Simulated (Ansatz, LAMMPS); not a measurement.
# Amorphous 67HfO2-33GeO2 (mol %) (72 atoms): support functions against a reference

Wanted: errors and times of a linear-scaling basis for amorphous 67HfO2-33GeO2 (mol %) (72 atoms). A setting counts as converged where the r.m.s. difference of forces stays under 1 % of the r.m.s. force.

Main program and level: Ansatz 0.2.0; Kohn-Sham DFT, PBE, PAW (set soft_2), plane waves.

Most raw output is cut from this account.

### 1. Set-up

The cell holds 72 atoms: 16 Hf, 8 Ge and 48 O. Cell: a = 10.070 Å, b = 10.070 Å, c = 10.070 Å, α = 90.0°, β = 90.0°, γ = 90.0°. 72 atoms (16 Zr, 8 Ge, 48 O) placed at random at 4.59 g/cm³, melted at 5000 K for 10 ps at fixed volume with the Morse and Coulomb pair potential with partial charges (Pedone, Malavasi, Menziani, Cormack and Segre, J. Phys. Chem. B 110, 11780 (2006)). Quenched from 5000 K to 300 K at 20 K/ps and fixed volume, held 10 ps at zero pressure, then minimised at fixed cell. Then Zr was replaced by Hf and the cell scaled by 1.008 (the potential has no terms for the new elements, so the cell is a start for a DFT relaxation).

Before any run, some limits are plain. The quench rate of 20 K/ps far exceeds what a furnace or splat quench reaches, so expect more defects and frozen-in strain than in a real sample. The network of bonds at the start is that of the classical potential that made the cell, and needn't be the one that DFT or experiment would give. Sampling is at Γ alone, for a cell whose shortest periodic width is 10 Å. No spin–orbit coupling is included, so levels derived from the heavy atoms are approximate.

### 2. How the cell was made

A classical potential supplies the starting structure, since it reaches far longer times than DFT.

This step: classical MD, Morse and Coulomb pair potential with partial charges (Pedone, Malavasi, Menziani, Cormack and Segre, J. Phys. Chem. B 110, 11780 (2006)) (LAMMPS 22 Jul 2025 - Update 4).

in.lmp

```
# melt-quench of Zr16Ge8O48
units metal
atom_style charge
boundary p p p
region box block 0 10.0540 0 10.0540 0 10.0540
create_box 3 box
mass 1 91.2240   # Zr
mass 2 72.6300   # Ge
mass 3 15.9990   # O
create_atoms 1 random 16 19865 NULL overlap 1.5 maxtry 2000
create_atoms 2 random 8 19872 NULL overlap 1.5 maxtry 2000
create_atoms 3 random 48 19879 NULL overlap 1.5 maxtry 2000
pair_style hybrid/overlay pedone 5.5 coul/long 8.0
pair_coeff * * coul/long
pair_coeff 1 3 pedone 0.206237 2.479675 2.436997 1   # Zr-O
pair_coeff 2 3 pedone 0.158118 2.294230 2.261313 5   # Ge-O
pair_coeff 3 3 pedone 0.042395 1.379316 3.618701 22   # O-O
set type 1 charge 2.4
set type 2 charge 2.4
set type 3 charge -1.2
kspace_style pppm 1.0e-4
neigh_modify delay 0 every 1 check yes
thermo_style custom step time temp pe press density
thermo_modify norm yes
timestep 0.002
thermo 100
min_style cg
minimize 1e-4 1e-4 200 2000
reset_timestep 0
velocity all create 5000 19866 mom yes dist gaussian
fix lim all nve/limit 0.05
fix lan all langevin 5000 5000 0.2 19867 zero yes
thermo 500
run 1000 post no
# [... 10 lines left out ...]
thermo 1666
fix md all npt temp 300 300 0.2 iso 0 0 2
run 5000 post no
unfix md
thermo 100
min_style cg
minimize 0 1e-3 2000 20000
write_dump all custom glass.dump id type xs ys zs modify sort id
```

Launch:

```bash
$ lmp -in in.lmp -log none -nocite
```

The job ended after 39 s (1 thread of Arm Neoverse V2, shared host; peak memory 0.073 GiB).

### 3. Plane-wave single point

The first run uses the default basis; a harder plane-wave run follows as the reference for the support functions.

input.yaml

```yaml
crystal:
  lattice:
    - [10.06961, 0.0, 0.0]
    - [0.0, 10.06961, 0.0]
    - [0.0, 0.0, 10.06961]
  atoms:
    - { symbol: Hf, position: [0.8167, 0.84336, 0.28076] }
    - { symbol: Hf, position: [0.52174, 0.6252, 0.70535] }
    - { symbol: Hf, position: [0.7654, 0.3747, 0.72522] }
    - { symbol: Hf, position: [0.31459, 0.93533, 0.86467] }
    - { symbol: Hf, position: [0.48196, 0.336, 0.8941] }
    - { symbol: Hf, position: [0.84666, 0.22849, 0.38225] }
    - { symbol: Hf, position: [0.51917, 0.68171, 0.30542] }
    - { symbol: Hf, position: [0.46761, 0.12654, 0.63791] }
[... 60 atom lines left out ...]
    - { symbol: O, position: [0.61856, 0.9898, 0.62636] }
    - { symbol: O, position: [0.87003, 0.25342, 0.589] }
    - { symbol: O, position: [0.38821, 0.15349, 0.8323] }
    - { symbol: O, position: [0.67885, 0.76018, 0.78006] }
kpoints:
  mp_grid: { grid: [1, 1, 1] }
hamiltonian:
  xc: pbe
scf:
  occupations: { method: fixed }
output:
  forces: true
  stress: true
  populations: true
  dos:
    method: { smearing: { sigma: 0.15 } }
    de: 0.1
    projected: { site_lists: { Ge: [Ge], Hf: [Hf], O: [O] } }
  eigenvalues: true
  write_density: true
  write_potential: true
  volumetric_format: npy
  elf: true
```

Launch:

```bash
$ ansatz run input.yaml --threads 4 --pin off --max-ram 8192MiB --backend cpu --events-out ev --progress --plain --runs-dir out
```

Run time: 20 s. Hardware: 4 threads of Arm Neoverse V2, shared host; peak memory 1.7 GiB; 78 s of CPU time.

Read from the output:

* free energy: -313208.7663 eV
* free energy per atom: -4350.1218 eV/atom
* SCF cycles: 10
* pressure: -4.239 GPa
* r.m.s. force component: 0.8647 eV/Å
* longest force: 3.068 eV/Å
* Fermi energy: 8.66 eV
* gap (highest filled to lowest empty level): 3.121 eV
* spilling of the projection: 0.003355

The r.m.s. force component of 0.86 eV/Å and the pressure of -4.2 GPa set the scale for the differences below.

### 4. Plane waves at 750 eV (750 eV)

The grid of the support functions holds more waves than the default cutoff, so they are judged against a harder plane-wave run.

input.yaml, the sections that differ from step 3:

```yaml
output:
  forces: true
  eigenvalues: true
basis:
  ecutwfc: "750 eV"
# crystal, kpoints, hamiltonian, scf: as in step 3
```

The job ended after 29 s (4 threads; peak memory 3.3 GiB; 1.9 min of CPU time).

Forces differ from the reference by 2.2 meV/Å r.m.s., 0.25 % of their size, well within a tolerance of 1 %; the energy by -5.1 meV/atom. It took 29 s and 11 cycles; the reference's time can't be set against it, since the two runs asked for unlike analyses.

### 5. Support functions medium

With localised support functions most steps grow linearly with size, though the diagonalisation grows faster unless the density matrix is cut; this run measures error and cost at this size. Besides, the program derives a nominal cutoff of 464 eV for this run, against the reference's 750.

This step: Kohn-Sham DFT, PBE, PAW (set soft_2), localised support functions (medium) (Ansatz 0.2.0).

input.yaml, the sections that differ from step 4:

```yaml
scf:
  occupations: { method: fixed }
  eigensolver: { kind: { support_functions: { accuracy: medium } } }
  max_iter: 150
# crystal, kpoints, hamiltonian, output: as in step 4
# basis: removed
```

Elapsed: 3.4 min, on 4 threads; peak memory 4.4 GiB; 13 min of CPU time.

The program notes that the band table was not solved further than the SCF left it and it switched symmetry off.

Keys that differ from the reference: basis.ecutwfc removed, support_functions.accuracy = "medium" and scf.max_iter = 150.

Forces differ from the reference by 2.1 meV/Å r.m.s., 0.25 % of their size, well within a tolerance of 1 %; the energy by -1.6 meV/atom. It took 7.0 times the reference's time (shared host, so rough).

### 6. Support functions low

The cell is solved in localised support functions. Besides, the program derives a nominal cutoff of 420 eV for this run, against the reference's 750.

This step: Kohn-Sham DFT, PBE, PAW (set soft_2), localised support functions (low) (Ansatz 0.2.0).

input.yaml, the sections that differ from step 5:

```yaml
scf:
  occupations: { method: fixed }
  eigensolver: { kind: { support_functions: { accuracy: low } } }
  max_iter: 150
# crystal, kpoints, hamiltonian, output: as in step 5
```

It took 2.2 min on 4 threads; peak memory 3.6 GiB.

Keys that differ from the reference: basis.ecutwfc removed, support_functions.accuracy = "low" and scf.max_iter = 150.

Forces differ from the reference by 2.0 meV/Å r.m.s., 0.24 % of their size, well within a tolerance of 1 %; the energy by -1.5 meV/atom. It took 4.5 times the reference's time (shared host, so rough).

### 7. Support functions medium, radius 3.6 Å

The radius confines each support function; a larger one gives more freedom and more work per atom. Besides, the program derives a nominal cutoff of 464 eV for this run, against the reference's 750.

This step: Kohn-Sham DFT, PBE, PAW (set soft_2), localised support functions (medium) (Ansatz 0.2.0).

input.yaml, the sections that differ from step 6:

```yaml
scf:
  occupations: { method: fixed }
  eigensolver: { kind: { support_functions: { accuracy: medium, radius: 3.6 } } }
  max_iter: 150
# crystal, kpoints, hamiltonian, output: as in step 6
```

Elapsed: 3.1 min, on 4 threads; peak memory 4.1 GiB.

Keys that differ from the reference: basis.ecutwfc removed, support_functions.accuracy = "medium", support_functions.radius = 3.6 and scf.max_iter = 150.

Forces differ from the reference by 2.1 meV/Å r.m.s., 0.25 % of their size, well within a tolerance of 1 %; the energy by -1.6 meV/atom. It took 6.4 times the reference's time (shared host, so rough).

### 8. Support functions medium, radius 3.9 Å

input.yaml, the sections that differ from step 7:

```yaml
scf:
  occupations: { method: fixed }
  eigensolver: { kind: { support_functions: { accuracy: medium, radius: 3.9 } } }
  max_iter: 150
# crystal, kpoints, hamiltonian, output: as in step 7
```

The job ended after 3.4 min (4 threads; peak memory 4.8 GiB).

Keys that differ from the reference: basis.ecutwfc removed, support_functions.accuracy = "medium", support_functions.radius = 3.9 and scf.max_iter = 150.

Forces differ from the reference by 2.1 meV/Å r.m.s., 0.25 % of their size, well within a tolerance of 1 %; the energy by -1.6 meV/atom. It took 7.0 times the reference's time (shared host, so rough).

### 9. With hamiltonian.xc = "rpbe"

This functional strengthens the gradient correction of exchange, which tends to weaken binding against PBE. Changed here: hamiltonian.xc = "rpbe".

This step: Kohn-Sham DFT, RPBE, PAW (set soft_2), plane waves (Ansatz 0.2.0).

input.yaml, the sections that differ from step 8:

```yaml
hamiltonian:
  xc: rpbe
scf:
  occupations: { method: fixed }
output:
  forces: true
  stress: true
  populations: intrinsic
  dos:
    method: { smearing: { sigma: 0.1 } }
    de: 0.1
    projected: { site_lists: { Ge: [Ge], Hf: [Hf], O: [O] } }
  eigenvalues: true
# crystal, kpoints: as in step 8
```

Run time: 19 s. Hardware: 4 threads; peak memory 1.7 GiB.

Forces differ from the reference by 48 meV/Å r.m.s., 5.6 % of their size; the pressure by +3.6 GPa and the gap by +0.11 eV.

### 10. Cost against change

Differences are against the plane-wave reference (Kohn-Sham DFT, PBE, PAW (set soft_2), plane waves), whose r.m.s. force component is 0.865 eV/Å. Energies are set beside the reference only for runs with its functional, potentials and electron count. Times are for 4 threads of Arm Neoverse V2, shared host. The reference's time includes the DOS, ELF, the stress and grids, which some other runs skip.

```
                           run  Δ force, r.m.s. (meV/Å)  share of r.m.s. force (%)  Δ energy (meV/atom)  Δ pressure (GPa)  Δ gap (eV)  cycles  time  host memory (GiB)
                     reference                        -                          -                    -                 -           -      10  20 s                1.7
plane waves at 750 eV (750 eV)                     2.19                      0.254                -5.12                 -      6.0e-4      11  29 s                3.3
       hamiltonian.xc = "rpbe"                     48.3                       5.58                    -              3.59       0.109      11  19 s                1.7
```

### 11. What each setting buys

Differences are against the run with plane waves at 750 eV (Kohn-Sham DFT, PBE, PAW (set soft_2), plane waves), whose r.m.s. force component is 0.863 eV/Å. Energies are set beside the reference only for runs with its functional, potentials and electron count. Times are for 4 threads of Arm Neoverse V2, shared host.

```
                                   run  Δ force, r.m.s. (meV/Å)  share of r.m.s. force (%)  Δ energy (meV/atom)  Δ gap (eV)  cycles     time  host memory (GiB)
                             reference                        -                          -                    -           -      11     29 s                3.3
              support functions medium                     2.13                      0.247                -1.56     -2.0e-4      20  3.4 min                4.4
                 support functions low                     2.03                      0.235                -1.53     -5.0e-4      17  2.2 min                3.6
support functions medium, radius 3.6 Å                     2.14                      0.248                -1.57     -2.0e-4      20  3.1 min                4.1
support functions medium, radius 3.9 Å                     2.14                      0.248                -1.57     -4.0e-4      18  3.4 min                4.8
```

### 12. The first run in detail

The first run, on the default basis, asked for the full analyses, so its electronic structure is set out here.

Neighbours are counted within 2.82 Å (O-Hf), 2.27 Å (O-Ge).

Length of the force by element and coordination:

```
element  coordination  atoms  mean length of the force (eV/Å)  spread  least  most
     Ge           all      8                            0.968   0.295  0.413  1.32
     Ge             4      6                            0.884   0.295  0.413  1.32
     Ge             5      2                             1.22  0.0553   1.17  1.28
     Hf           all     16                             1.87   0.576  0.855  3.04
     Hf             5      1                             1.04       0   1.04  1.04
     Hf             6     13                             1.90   0.587  0.855  3.04
     Hf             7      2                             2.11  0.0837   2.02  2.19
      O           all     48                             1.20   0.699  0.333  3.07
      O             2     16                             1.63   0.854  0.425  3.07
      O             3     29                            0.993   0.475  0.333  2.01
      O             4      3                            0.854   0.472  0.436  1.51
```

Löwdin charges by element and coordination (they lack the spilled electrons, 0.038 e an atom on average):

```
element  coordination  atoms  mean charge (e)  spread   least    most
     Ge           all      8             1.56   0.023    1.51    1.59
     Ge             4      6             1.57  0.0138    1.55    1.59
     Ge             5      2             1.54  0.0284    1.51    1.57
     Hf           all     16             1.52  0.0425    1.43    1.57
     Hf             5      1             1.57       0    1.57    1.57
     Hf             6     13             1.52  0.0362    1.47    1.57
     Hf             7      2             1.46  0.0388    1.43    1.50
      O           all     48           -0.709  0.0281  -0.776  -0.652
      O             2     16           -0.715  0.0335  -0.776  -0.671
      O             3     29           -0.707  0.0235  -0.773  -0.662
      O             4      3           -0.693  0.0289  -0.716  -0.652
```

States in the cell by windows of 1 eV, zero at the Fermi level; the larger projections on atomic orbitals stand beside the total:

```
from (eV)  to (eV)  total   O p  Hf d
      -10       -9    0.4   0.2   0.0
       -9       -8    5.7   3.2   0.2
       -8       -7    7.5   4.3   0.4
       -7       -6    3.2   2.0   0.2
       -6       -5   26.7  19.3   2.7
       -5       -4   34.0  25.2   4.9
       -4       -3   51.5  40.4   7.8
       -3       -2   57.1  48.6   5.6
       -2       -1   61.8  56.4   3.4
       -1        0   38.6  35.8   1.9
        0        1    1.4   1.4   0.1
        1        2    0.0   0.0   0.0
        2        3    0.3   0.0   0.1
        3        4   16.7   1.9  11.2
        4        5   44.0   5.3  32.4
```

With fixed occupations the program's Fermi level is the highest filled level; weight inside the gap is the broadening of levels at its edges.

Between -26 and -10 eV lie 400 more states.

The stored curve holds about 688 of the 816 electrons; the rest, give or take the few that broadening carries across the Fermi level, lie in deeper levels below its range.

The levels nearest the highest filled one (over half full), pooled over k-points and spins:

```
level less the highest filled one (eV)  occupation
                                -0.392           2
                                -0.301           2
                                -0.191           2
                                -0.158           2
                               -0.0565           2
                                     0           2
                                  3.12           0
                                  3.39           0
                                  3.57           0
                                  3.62           0
                                  3.74           0
                                  3.84           0
```

Valence density in the ac plane at fractional y = 0.273, with atoms of Hf and Ge and O within 0.2 Å of it. It is the smooth field of the valence electrons, not physical close to the nuclei.

Values in e/Å³, 13 rows by 16 columns, each cell a mean:
```
 0  0  0  0  0  0  0  2  1  0  0  0  0  0  1  1
 0  0  0  0  0  0  1  4  3  0  0  0  0  2  5  1
 0  0  0  0  0  0  0  0  1  2  1  0  0  1  2  1
 0  1  3  1  0  0  0  0  1  4  3  0  0  0  0  0
 0  1  4  2  0  0  0  0  0  1  0  0  0  2  2  0
 0  0  0  0  0  0  0  0  0  0  0  0  0  3  4  0
 0  0  0  0  0  1  1  0  0  0  0  0  0  1  1  0
 2  2  0  0  0  0  1  0  0  1  4  1  1  8  4  1
 3  3  0  0  0  0  3 14  6  1  2  1  1  6  3  1
 0  0  0  1  3  1  4 18  8  0  0  0  1  1  0  0
 0  0  0  1  2  1  0  1  1  0  0  0  3  5  1  0
 1  1  0  0  0  0  0  0  2  2  0  0  1  2  2  1
 1  1  0  0  0  0  0  0  1  1  0  0  0  1 17  9
```
Columns run along a (10.1 Å), rows up along c (10.1 Å). Atoms in or near the plane, at fractional coordinates: Hf at (0.47, 0.29), Ge at (0.92, 0.03), O at (0.15, 0.68), O at (0.05, 0.37), O at (0.82, 0.18), O at (0.89, 0.86), O at (0.60, 0.74), O at (0.87, 0.59).

(Part 1 of 2 ends here.)

[Logs are printed without paths, hosts, clocks, repeated set-up lines and the standing remarks that a program may print on its own settings, such as how far it seeks lower states.]

[Hosts, paths, dates, database ids (printed as entryN), source tags and the programs' standing remarks are cut or masked in the printed files.]
